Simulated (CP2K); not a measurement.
The O K edge of N-methylformamide was computed by TDDFT (CP2K XAS_TDP, aug-cc-pVDZ, TDA) at these levels: BHandHLYP, PBEh(45%) and PBEh(45%) + GW2X. The first three lines of O4 (bonded to C) with a strength over 0.0015, energy in eV and strength:

```
run           first          second           third
  1  530.01 (0.040)  533.27 (0.002)  534.12 (0.002)
  2  532.15 (0.038)  535.27 (0.002)  537.09 (0.002)
  3  527.42 (0.038)  530.54 (0.002)  532.36 (0.002)
```

Which run is which?

Run 1: BHandHLYP (50 % exact exchange). Run 2: PBEh(45%) + GW2X (45 % exact exchange). Run 3: PBEh(45%) (45 % exact exchange). Self-interaction lifts the core level, so the uncorrected lines rise with the share of exact exchange. The GW2X run keeps the spacings of its parent: 3.12 eV between the first two lines in run 2, 3.12 eV in run 3. Its shift is +4.73 eV, since the Kohn–Sham level at this share of exchange lies that far above the quasiparticle level.

[Banner, clock and machine lines of the logs are left out without a mark of their own.]

[Logs are printed without paths, hosts, clocks, repeated set-up lines and the standing remarks that a program may print on its own settings, such as how far it seeks lower states.]

[Hosts, paths, dates, database ids (printed as entryN), source tags and the programs' standing remarks are cut or masked in the printed files.]
